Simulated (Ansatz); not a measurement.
# CuI (Marshite): band gap by G0W0 on PBE

Aim: the quasiparticle gap of CuI (Marshite), starting from PBE.

Calculated with Ansatz 0.2.0; PBE, then G0W0 on it, plane waves, PAW.

The database entry behind the starting cell differs from later determinations by our own check (about 0.15 % long (mineral sample)), so it need not match the best structure at ambient conditions.

In doubt: one-shot GW on d or f shells is unsure (step 3), so the values of those runs are not to be relied on.

### 1. The structure

Symmetry: F-43m, No. 216, cubic system. Conventional cell: a = 6.063 Å, b = 6.063 Å, c = 6.063 Å, α = 90.00°, β = 90.00°, γ = 90.00°. Cu has 4 I at 2.63 Å nearest. Nearest to I lie 4 Cu at 2.63 Å. Farther neighbours and most contacts between anions are not listed.

Coordinates:

```cif
data_structure
_symmetry_space_group_name_H-M 'P 1'
_symmetry_Int_Tables_number 1
_cell_length_a 4.2872
_cell_length_b 4.2872
_cell_length_c 4.2872
_cell_angle_alpha 60.000
_cell_angle_beta 60.000
_cell_angle_gamma 60.000
_cell_volume 55.72
loop_
_atom_site_label
_atom_site_type_symbol
_atom_site_fract_x
_atom_site_fract_y
_atom_site_fract_z
_atom_site_occupancy
Cu1 Cu 0.25000 0.25000 0.25000 1
I2 I 0.00000 0.00000 0.00000 1
```

The cell and positions come from the Crystallography Open Database and are kept as given unless a step says otherwise. Spin-orbit coupling is left out unless a step names it. The default PAW set here is soft_2. Its files were made with PBE.

### 2. The PBE band structure

Levels along a band path and on the mesh show where this functional puts the band edges.

This step: DFT, PBE, plane waves, PAW.

Contents of input.yaml:

```yaml
crystal:
  lattice:
    - [0.0, 3.0315, 3.0315]
    - [3.0315, 0.0, 3.0315]
    - [3.0315, 3.0315, 0.0]
  atoms:
    - { symbol: Cu, position: [0.25, 0.25, 0.25] }
    - { symbol: I, position: [0.0, 0.0, 0.0] }
kpoints:
  mp_grid: { grid: [6, 6, 6] }
  band_path:
    path:
      - [[0.0, 0.0, 0.0], [-0.5, -0.5, 0.0], [-0.375, -0.375, 0.25]]
      - [[-0.375, 0.0, 0.375], [0.0, 0.0, 0.0], [0.0, 0.0, 0.5], [-0.5, -0.25, 0.25], [-0.5, -0.5, 0.0]]
    npoints: 10
hamiltonian:
  xc: pbe
scf:
  occupations: { method: fermi_dirac, width: 0.02 }
  n_extra_bands: 4
output:
  eigenvalues: true
  write_density: true
  write_potential: true
  elf: true
  volumetric_format: npy
```

Launch:

```bash
$ ansatz run input.yaml --threads 3 --pin off --max-ram 92160MiB --backend cuda --events-out ev --progress --plain --runs-dir out --devices 1 --max-vram 13GiB  # rebuilt from the run's record
```

Numbers of over 12 decimals in the logs are rounded to 6 here.

What it wrote:

```text
scf.n_extra_bands = 4 over 18 filled bands (N_el = 36.0): the run solves 22 bands
GPUs: using 1 of 1 available (devices: 1).
Engine: ansatz 0.2.0, x86_64-unknown-linux-gnu
Pseudopotentials: kind: paw
Pseudopotential: Cu, paw, valence charge 19, recommended cutoff 420 eV (normal), Cu.paw.azcp
Pseudopotential: I, paw, valence charge 17, recommended cutoff 420 eV (normal), I.paw.azcp
Functional definition: PBE
  parameter kappa = 0.804
  parameter beta = 0.066725
  exchange = pbe_x(kappa = kappa, mu = beta*pi^2/3)
  correlation = pbe_c(beta = beta)
device memory: the entry about to start is reckoned to put 0.9 GiB on a device that reports 38.6 GiB free (of which the cap on the GPU budget leaves the run 13.0 GiB)
GPU FFT provider: cuFFT
GPU libraries: cuBLAS 13.8.2, cuFFT 12.4.0, cuSOLVER 12.3.4
Crystal: 2 atoms, lattice volume = 55.719 Å³
Basis set: ecut = 420 eV, 1067 PW (Γ)
Bands: 22, of which v1, the nominal top of the filled ones, is band 18 counted from 1 (17 counted from 0)
Symmetry: 24 space group operations
Space group: F-43m (ITA 216), of the structure as read, at distance tolerance 3.8e-5 Å
k-points: 16 of 216 (time reversal used)
Non-local potential: Cu, projectors of the file, l = 0: 3, l = 1: 2, l = 2: 3, l = 3: 1
Non-local potential: I, projectors of the file, l = 0: 2, l = 1: 2, l = 2: 2, l = 3: 2
PAW form: soft (Blöchl's): semilocal exchange-correlation on the pseudo side does not see the compensation charge
PAW one-centre angular grid: Cu, 590 points (default); XC on 64 Gauss nodes
PAW one-centre angular grid: I, 590 points (default); XC on 64 Gauss nodes
Initial density: superposition of atomic densities (neutral atoms: chi_scale 0, normalization atom), corrected by the library's trained network
Initial wavefunctions: pseudopotential atomic-orbital guess
GPU buffer pool allocated for 27000 grid points (all kernels)
GPU transforms: local potential and band sums: pruned to the plane-wave sphere, on 30×30×30
Functional: x = pbe(κ = 0.804, μ = 0.219515), c = pbe(β = 0.066725)
SCF iter   1: F=—  HF=-14138.363506 eV  |F-HF|=—  |Δ(HF+E_count)|=         —  Δρ=1.26e-3  dr2=6.77e-4  ethr=1.77e-3  ⟨swp⟩=6.6  Hψ=1747  notcnv=0
preconditioner: auto → none  [insulator: Δε(μ)=1.133 eV  Ē_g=8.970 eV  σ=0.020 eV  W_gap=1.00  n_scr=14 (ndim 8)  ℏωp=21.1 eV  f_vac=0.179  D(μ)=0.00/eV (n_scr^D=0)  ε∞_Penn≈6.5]
SCF iter   2: F=—  HF=-14138.363656 eV  |F-HF|=—  |Δ(HF+E_count)|=   1.49e-4  Δρ=2.11e-3  dr2=1.53e-3  ethr=1.88e-6  ⟨swp⟩=3.1  Hψ=875  notcnv=0
SCF iter   3: F=—  HF=-14138.363391 eV  |F-HF|=—  |Δ(HF+E_count)|=   2.64e-4  Δρ=2.02e-4  dr2=1.87e-5  ethr=1.88e-6  ⟨swp⟩=2.0  Hψ=679  notcnv=0
SCF iter   4: F=—  HF=-14138.363591 eV  |F-HF|=—  |Δ(HF+E_count)|=   1.99e-4  Δρ=6.18e-5  dr2=1.39e-6  ethr=5.19e-8  ⟨swp⟩=2.0  Hψ=496  notcnv=0
SCF iter   5: F=—  HF=-14138.363597 eV  |F-HF|=—  |Δ(HF+E_count)|=   6.04e-6  Δρ=2.47e-5  dr2=3.31e-7  ethr=3.86e-9  ⟨swp⟩=2.0  Hψ=569  notcnv=0
SCF iter   6: F=-14138.363597 eV  HF=-14138.363597 eV  |F-HF|=1.06e-8  |Δ(HF+E_count)|=   7.89e-7  Δρ=4.71e-6  dr2=8.12e-9  ethr=2.78e-10  ⟨swp⟩=5.0  Hψ=1313  notcnv=0
SCF 1 converged in 6 iterations: F = -14138.363597 eV  dr2 = 8.12e-9
  greatest PAW one-centre occupation: 1.000 electrons in one spin orbital (limit 2), on the Cu atom at site 0 (counted from 0), in its partial waves of l = 0
device memory: the entry about to start is reckoned to put 1.3 GiB on a device that reports 38.5 GiB free (of which the cap on the GPU budget leaves the run 13.0 GiB)
NSCF: frozen V_eff on 62 k-points, pencils in batches of 32, up to order 100
SCF converged after 6 iterations
Free energy (F): -14138.363597 eV
Harris-Foulkes:  -14138.363597 eV  (|F-HF|=1.06e-8)
Internal energy: -14138.363597 eV  (E = F + TS)
E sigma→0 (E₀):  -14138.363597 eV
Fermi energy:    8.728825 eV
--- Per-component energies (eV) ---
  E_band       = -867.419429
  E_kinetic    = 489.442082
  E_local      = -7622.650039  (includes V_loc(G=0)·N_el)
  E_nonlocal   = 313.655692
  E_hartree    = 3542.940306
  E_xc         = -215.247101
  E_vxc        = -241.058040  (∫ρ·V_xc dr)
  E_paw        = -6492.373383  (= ΣΔE_a)
  E_vpaw       = -892.684856  (= ΣTr[D̂ρ^β])
  E_aug_tail   = 0.000298  (compensation charges beyond the density's cutoff)
  E_ewald      = -4154.131452
  E_smearing   = -0.000000  (= −TS)
  E_closure    = -0.000000  (closes the sum)
  Σ components = -14138.363597   (vs F -14138.363597, Δ=0.00e0)
--- Band table (eV; the first three rows and the last of 16) ---
  k-point 0: bands = [... 14 lower, 6.3085, 8.1574, 8.1574, 8.1574, 9.2782, 13.0325, 13.0325, 13.0325]
  k-point 1: bands = [... 14 lower, 6.2996, 7.2909, 7.9641, 7.9641, 10.2071, 13.0300, 13.3802, 13.3802]
  k-point 2: bands = [... 14 lower, 6.3106, 6.6040, 7.6174, 7.6174, 10.3875, 13.6406, 13.6406, 14.5711]
  k-point 15: bands = [... 14 lower, 6.2660, 6.3912, 6.5815, 6.8617, 12.0145, 12.0595, 15.2502, 15.3168]
```

The job ended after 3.1 s (1 × NVIDIA H100 80GB HBM3 (shared by 6 runs) with 3 threads of AMD EPYC 7R13 (Zen 3), shared host; peak memory 0.91 GiB).

Reading the cycles: dr2 is the Hartree energy of the density residual (eV), the measure of convergence; HF is the Harris–Foulkes estimate of the energy, which meets the free energy F at convergence.

Numbers from this step:

```yaml
filled_bands: 18
gap: 1.121 eV
valence_top_at: Γ
conduction_bottom_at: Γ
least_direct_gap: 1.121 eV
```

Over mesh and path the gap is 1.121 eV, direct, at k = Γ.

The electronic bands at the labelled points (eV, zero at the top of the highest nominally filled band):

```csv
point,band 15,band 16,band 17,band 18,band 19,band 20,band 21,band 22
Γ,-1.85,0.00,0.00,0.00,1.12,4.88,4.88,4.88
halfway,-1.80,-1.09,-0.88,-0.88,3.20,3.39,6.79,6.79
X,-1.79,-1.76,-1.49,-1.49,2.71,2.90,9.17,9.75
halfway,-1.80,-1.78,-1.48,-1.43,2.87,3.38,8.41,8.99
U,-1.82,-1.71,-1.51,-1.24,3.09,4.62,7.54,7.86
jump to K,-1.82,-1.71,-1.51,-1.24,3.09,4.62,7.54,7.86
halfway,-1.82,-1.33,-1.07,-0.39,3.09,4.99,5.57,5.64
Γ,-1.85,0.00,0.00,0.00,1.12,4.88,4.88,4.88
halfway,-1.86,-1.27,-0.37,-0.37,2.25,5.43,5.43,5.47
L,-1.82,-1.78,-0.71,-0.71,2.14,5.42,5.42,7.38
halfway,-1.84,-1.72,-1.30,-1.00,3.48,4.68,6.22,7.42
W,-1.90,-1.77,-1.60,-1.26,4.48,4.65,6.01,6.38
halfway,-1.87,-1.77,-1.55,-1.34,3.39,3.50,7.79,7.91
X,-1.79,-1.76,-1.49,-1.49,2.71,2.90,9.17,9.75
```

Electrostatic potential energy in the ac plane of a cell with a along [110], b along [-110] and c along [001] of the cube at fractional y = 0.000, with atoms of Cu and I within 0.2 Å of it. With pseudopotentials it is smooth inside the atoms' cores, unlike the true potential.

Ten even steps from '_' (-39 eV) to '@' (12 eV), each cell a mean:
```
@@##++##@@@@@@@@%%**++@@@@##++##@@@@@@@@%%**++@@
**++**%%%%****##%%##++++**++**%%%%****##%%##++++
**##%%%%++..__--##%%##****##%%%%++..__--##%%##**
@@@@@@##::______++%%@@@@@@@@@@##::______++%%@@@@
@@@@@@%%--____..**@@@@@@@@@@@@%%--____..**@@@@@@
@@@@@@@@##--::++%%@@@@@@@@@@@@@@##--::++%%@@@@@@
@@@@@@@@@@%%%%%%@@@@@@@@@@@@@@@@@@%%%%%%@@@@@@@@
@@@@@@@@@@@@@@@@@@@@@@@@@@@@@@@@@@@@@@@@@@@@@@@@
@@@@@@@@@@@@@@@@@@@@@@@@@@@@@@@@@@@@@@@@@@@@@@@@
@@@@@@@@@@@@@@@@@@@@@@@@@@@@@@@@@@@@@@@@@@@@@@@@
@@@@@@@@@@@@@@@@@@@@@@@@@@@@@@@@@@@@@@@@@@@@@@@@
@@@@@@@@@@@@@@@@@@@@@@@@@@@@@@@@@@@@@@@@@@@@@@@@
%%%%@@@@@@@@@@@@@@@@@@%%%%%%@@@@@@@@@@@@@@@@@@%%
++**##@@@@@@@@@@@@%%**++++**##@@@@@@@@@@@@%%**++
##**++%%@@@@@@@@@@##++####**++%%@@@@@@@@@@##++##
@@%%++##@@@@@@@@%%****@@@@%%++##@@@@@@@@%%****@@
```
Columns run along a (8.6 Å; values clipped at the 3rd and 97th percentile), rows up along c (6.1 Å), edges of the conventional cell, whose origin can differ from the input's. Atoms in or near the plane, at fractional coordinates: Cu at (0.75, 0.75), Cu at (0.25, 0.75), I at (0.50, 0.00), I at (0.00, 0.00).

ELF in the ac plane of a cell with a along [110], b along [-110] and c along [001] of the cube at fractional y = 0.000, with atoms of Cu and I within 0.2 Å of it. It is the smooth field of the valence electrons, not physical close to the nuclei.

Values, 9 rows by 16 columns, each cell a mean:
```
0.36 0.60 0.51 0.18 0.16 0.39 0.64 0.42 0.36 0.60 0.51 0.18 0.16 0.39 0.64 0.42
0.65 0.54 0.21 0.33 0.42 0.19 0.44 0.64 0.65 0.54 0.21 0.33 0.42 0.19 0.44 0.64
0.29 0.20 0.18 0.44 0.56 0.21 0.18 0.27 0.29 0.20 0.18 0.44 0.56 0.21 0.18 0.27
0.03 0.09 0.15 0.17 0.17 0.16 0.11 0.04 0.03 0.09 0.15 0.17 0.17 0.16 0.11 0.04
0.01 0.02 0.07 0.10 0.11 0.08 0.04 0.01 0.01 0.02 0.07 0.10 0.11 0.08 0.04 0.01
0.04 0.03 0.02 0.03 0.03 0.02 0.02 0.04 0.04 0.03 0.02 0.03 0.03 0.02 0.02 0.04
0.43 0.29 0.09 0.01 0.01 0.05 0.22 0.40 0.43 0.29 0.09 0.01 0.01 0.05 0.22 0.40
0.62 0.64 0.45 0.09 0.04 0.33 0.62 0.63 0.62 0.64 0.45 0.09 0.04 0.33 0.62 0.63
0.33 0.56 0.63 0.22 0.14 0.53 0.62 0.35 0.33 0.56 0.63 0.22 0.14 0.53 0.62 0.35
```
Columns run along a (8.6 Å), rows up along c (6.1 Å), edges of the conventional cell, whose origin can differ from the input's. Atoms in or near the plane, at fractional coordinates: Cu at (0.75, 0.75), Cu at (0.25, 0.75), I at (0.50, 0.00), I at (0.00, 0.00).

### 3. The quasiparticle correction

G0W0 replaces the xc potential by a self-energy built once from the orbitals of the start. Levels are corrected in the window of bands that the input names, at points of the mesh.

This step: G0W0 on PBE, plane waves, PAW.

input.yaml, the sections that differ from step 2:

```yaml
kpoints:
  mp_grid: { grid: [4, 4, 4] }
scf:
  occupations: { method: fixed }
gw:
  n_empty_bands: 357
  ecut_chi: 200.0
  qp_bands: [v2, c2]
  qp_kpoints: band_edges
  screening: { model: contour_deformation }
# crystal, hamiltonian: as in step 2
# output: removed
```

What it wrote:

```text
GPUs: using 1 of 1 available (devices: 1).
[...]
GPU FFT provider: cuFFT
GPU libraries: cuBLAS 13.8.2, cuFFT 12.4.0, cuSOLVER 12.3.4
Crystal: 2 atoms, lattice volume = 55.719 Å³
Basis set: ecut = 420 eV, 1067 PW (Γ)
Bands: 22, of which v1, the nominal top of the filled ones, is band 18 counted from 1 (17 counted from 0)
Symmetry: 24 space group operations
[...]
k-points: 8 of 64 (time reversal used)
[...]
GPU buffer pool allocated for 27000 grid points (all kernels)
[...]
SCF iter   1: F=—  HF=-14138.331842 eV  |F-HF|=—  |Δ(HF+E_count)|=         —  Δρ=1.70e-3  dr2=9.33e-4  ethr=1.77e-3  ⟨swp⟩=5.0  Hψ=719  notcnv=0  defer=11
[...]
SCF iter   6: F=-14138.331692 eV  HF=-14138.331692 eV  |F-HF|=3.43e-8  |Δ(HF+E_count)|=   6.14e-7  Δρ=3.63e-6  dr2=6.50e-9  ethr=2.78e-10  ⟨swp⟩=6.1  Hψ=630  notcnv=0
SCF 1 converged in 6 iterations: F = -14138.331692 eV  dr2 = 6.50e-9
[...]
NSCF: frozen V_eff on 8 k-points
the band table was solved once the SCF had ended and its energy, with any forces and stress, was formed, with the checks that follow a solve (878 applications of the Hamiltonian). They found nothing against the state; the energy, forces and stress were not computed again (output.eigenvalues in the input reference)
[...]
G₀W₀ screening: q 1/8
[... further progress lines ...]
[...]
SCF converged after 6 iterations
Free energy (F): -14138.331692 eV
[...]
Internal energy: -14138.331692 eV  (E = F + TS)
E sigma→0 (E₀):  -14138.331692 eV
Fermi energy:    8.168152 eV
[...]
--- Band table (eV; the first three rows and the last of 8) ---
  k-point 0: bands = [... 14 lower, 6.3142, 8.1682, 8.1682, 8.1682, 9.2866, 13.0372, 13.0372, 13.0372]
  k-point 1: bands = [... 14 lower, 6.3052, 6.8932, 7.7964, 7.7964, 10.4191, 13.5934, 13.5934, 13.6378]
  k-point 2: bands = [... 14 lower, 6.3428, 6.3878, 7.4574, 7.4574, 10.3047, 13.5813, 13.5813, 15.5510]
  k-point 7: bands = [... 14 lower, 6.2657, 6.3973, 6.5665, 6.9083, 12.6499, 12.8188, 14.1741, 14.5533]
--- G₀W₀: contour deformation, 8 samples at zero and on the imaginary axis and 2 off it, 64 q-points, 357 empty bands' worth ---
  eigenvalues of the whole cell's RPA ε∞ on this k-mesh (on a slab, of 1 + 4πα/V) = 9.4002, 9.4002, 9.4002; static W/v taken at q = 0 is 0.106381
  bands read: the sum over 375 bands ends inside a degenerate multiplet in 1 slot, whose members it reads at an even weight; the widest, k=2: bands 375 to 376 (counted from 1) at 1/2 each
  gw.qp_kpoints: band_edges: 6 of 8 stored k-points solved, in 1 pass; an edge of the gap read off the rows below is read off those points alone
    valence top: of the k-points left out ik 5 came nearest to being solved in a further pass, in band 18 (counted from 1, as in the quasiparticle table): it holds the edge there only if its correction is more favourable than any solved in that band by at least 0.673 eV; those differ by 0.040 eV
    conduction bottom: of the k-points left out ik 5 came nearest to being solved in a further pass, in band 19 (counted from 1, as in the quasiparticle table): it holds the edge there only if its correction is more favourable than any solved in that band by at least 2.176 eV; those differ by 0.268 eV
    ik  band        ε_KS         Σx   Σc(E_QP)       V_xc       Z   E_QP_lin       E_QP  E_QP is
     0    17      8.1682   -35.9175     5.4595   -29.8332  0.7006     7.5209     7.5434  root
     0    18      8.1682   -35.9175     5.4595   -29.8332  0.7006     7.5209     7.5434  root
     0    19      9.2866    -8.0614    -4.3129   -12.5033  0.7727     9.4162     9.4156  root
     0    20     13.0372    -6.6460    -4.3349   -11.1429  0.7532    13.2003    13.1991  root
     1    17      7.7964   -36.2722     5.8354   -29.7974  0.6927     7.1325     7.1571  root
     1    18      7.7964   -36.2722     5.8354   -29.7974  0.6927     7.1325     7.1571  root
     1    19     10.4191    -8.1077    -4.3294   -12.6165  0.7664    10.5997    10.5985  root
     1    20     13.5934    -7.1787    -4.4124   -11.7666  0.7459    13.7702    13.7689  root
     2    17      7.4574   -36.5063     6.1717   -29.6781  0.6853     6.7740     6.8011  root
     2    18      7.4574   -36.5063     6.1717   -29.6781  0.6853     6.7740     6.8011  root
     2    19     10.3047    -8.7429    -4.0757   -13.0086  0.7660    10.4960    10.4947  root
     2    20     13.5813    -7.7807    -4.1952   -12.1337  0.7471    13.7402    13.7391  root
     3    17      7.2875   -37.8565     6.6257   -30.5959  0.6765     6.6273     6.6526  root
     3    18      7.2875   -37.8565     6.6257   -30.5959  0.6765     6.6273     6.6526  root
     3    19     11.3652    -9.9749    -4.1639   -14.3993  0.7549    11.6285    11.6257  root
     3    20     11.5544    -6.6479    -3.9875   -10.6259  0.7700    11.5450    11.5450  root
     4    17      6.8961   -41.6042     7.7621   -33.2450  0.6562     6.2765     6.2990  root
     4    18      7.0292   -39.0851     7.1356   -31.3109  0.6669     6.3644     6.3907  root
     4    19     11.3383    -9.3202    -3.8544   -13.3302  0.7611    11.4948    11.4939  root
     4    20     12.7956    -8.6009    -4.3130   -13.0751  0.7482    12.9578    12.9567  root
     6    17      6.6693   -41.6485     8.0788   -32.9531  0.6483     6.0274     6.0528  root
     6    18      6.6693   -41.6485     8.0788   -32.9531  0.6483     6.0274     6.0528  root
     6    19     10.8735    -9.4132    -3.1956   -12.6009  0.7683    10.8656    10.8656  root
     6    20     11.0618   -10.8944    -3.5400   -14.6263  0.7585    11.2550    11.2536  root
```

Elapsed: 9 s, on 1 × NVIDIA H100 80GB HBM3 (shared by 6 runs) with 3 threads; peak memory 1.3 GiB; 16 s of CPU time.

This step gave:

```yaml
bands_summed: 375
rpa_eps_infinity_on_this_mesh_eigenvalues: 9.400, 9.400, 9.400
plane_waves_in_the_screening_matrix: 339
q_points_in_the_mesh: 64
g0w0_gap_over_the_corrected_points: 1.872 eV
k_of_the_valence_top: 0, 0, 0
k_of_the_conduction_bottom: 0, 0, 0
starting_gap_on_the_mesh: 1.118 eV
z_at_the_valence_top: 0.7006
z_at_the_conduction_bottom: 0.7727
least_direct_g0w0_gap_over_the_corrected_points: 1.872 eV
```

Over 6 of 8 irreducible mesh points the G0W0 gap is 1.872 eV, direct, at k = Γ. The PBE gap of this run on the mesh is 1.118 eV. The two states that bound the G0W0 gap lie that far apart at the start, so the correction of the gap is 1.872 − 1.118 = +0.754 eV. The start of this run differs from the step before in mesh (6×6×6 and 4×4×4).

Labels follow the order of the start: v1 is the top filled band, c1 the lowest empty one; levels that stay degenerate share a row, the window can cut a multiplet, doubted levels are not marked in this list, bands outside the window were not corrected, and the list may be a part of the corrected levels. Levels before and after the correction, in eV, zero at the valence-band top of each column:

```csv
,conduction bottom,valence top
Kohn-Sham,1.12,0.00
G0W0,1.87,0.00
```

```csv
,level,occupation,energy (eV)
Kohn-Sham,Γ v2-v1,2,0.000
Kohn-Sham,Γ c1,0,1.118
Kohn-Sham,Γ c2,0,4.869
G0W0,Γ v2-v1,2,0.000
G0W0,Γ c1,0,1.872
G0W0,Γ c2,0,5.656
```

The parts of the quasiparticle energy for the two states that bound the G0W0 gap, in eV on the run's own scale (QP = start + Σx + Σc − Vxc, with Σc at the quasiparticle energy):

```csv
edge,k,band,start,Σx,Σc,Vxc,Z,QP
valence top,Γ,17,8.168,−35.917,5.460,−29.833,0.701,7.543
conduction bottom,Γ,19,9.287,−8.061,−4.313,−12.503,0.773,9.416
```

(Continued in part 2 of 2.)

[Paths, hosts, dates, memory and timing lines, banners, echoed tables and standing remarks are left out of the program output.]

[Logs are printed without paths, hosts, clocks, repeated set-up lines and the standing remarks that a program may print on its own settings, such as how far it seeks lower states.]

[Runs of the session that timed out or met a known fault of the program may be left out.]

[Cells called generated may have been cut or substituted from an entry of the Crystallography Open Database or the Materials Project.]

[Hosts, paths, dates, database ids (printed as entryN), source tags and the programs' standing remarks are cut or masked in the printed files.]

[Where an RPA ε∞ is given, it is that of the G0W0 mesh and is not shown converged in it. Names of k-points follow the symmetry that the program found, which can be lower than the space group named. Band edges on a path are those of the sampled points; other points can move an edge, and change direct to indirect where valleys lie close.]

[Hybrid gaps are those of their k-mesh and are not shown converged in it.]
